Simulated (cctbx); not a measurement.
# Absolute structure of Sc16Ti6Al7

Space group P-62m (no. 189), a = 8.2550 Å, b = 8.2550 Å, c = 9.9860 Å, α = 90.00°, β = 90.00°, γ = 120.00°.

```csv
atom,mult.,x,y,z,Ueq (Å²)
Ti1,6,0,0.2813,0.7102,0.0330
Sc1,3,0.7674,0,1/2,0.0263
Sc2,3,0,0.2570,0,0.0316
Sc3,6,0.6137,0,0.8418,0.0288
Sc4,4,2/3,1/3,0.3369,0.0328
Al1,2,2/3,1/3,0,0.0310
Al2,2,0,0,0.7677,0.0326
Al3,3,0,0.4290,1/2,0.0388
```

The model was made for the exercise: a known structure type with other elements put in, its volume estimated, not relaxed; displacement parameters are assumed.

Data sets are simulated with cctbx and refined with Bijvoet mates kept apart; Flack x is then fitted as the share of an inverted twin with the atoms fixed, Hooft y from the Bijvoet differences. The group is acentric but holds improper operations, so there is an absolute structure (orientation) and no hand.

Untwinned crystal. What Flack and Hooft values should come out?

```csv
λ (Å),extinction (unmodelled),d min (Å),top counts,error (%),model,R1,Flack x,s.u.,Hooft y,s.u.,pairs
0.71073,0.3,0.77,20000,4,as given,0.0148,-0.02,0.07,-0.010,0.052,218
0.71073,0.3,0.77,20000,4,inverted,0.0189,1.02,0.07,1.011,0.052,218
1.54184,0,0.83,40000,1.5,as given,0.0069,-0.014,0.012,-0.014,0.008,171
```

With Mo Kα, x is within 3 s.u. of 0, so the absolute structure is right, though an s.u. above 0.04 can't exclude a small twin share. With Cu Kα, x is within 3 s.u. of 0, so the absolute structure is right. Inverting the model turns x into about 1 − x.

A further crystal gives:

| λ (Å) | extinction (unmodelled) | d min (Å) | top counts | error (%) | model | R1 | Flack x | s.u. | Hooft y | s.u. | pairs |
| --- | --- | --- | --- | --- | --- | --- | --- | --- | --- | --- | --- |
| 0.71073 | 0.3 | 0.7 | 20000 | 3 | as given | 0.0151 | 0.23 | 0.06 | 0.257 | 0.042 | 289 |

**Question.** What is it?

It was simulated as an inversion twin with a fraction 0.3 of the inverted domain. Flack x is over 3 s.u. from both 0 and 1 and reads that fraction.

[Logs are printed without paths, hosts, clocks, repeated set-up lines and the standing remarks that a program may print on its own settings, such as how far it seeks lower states.]
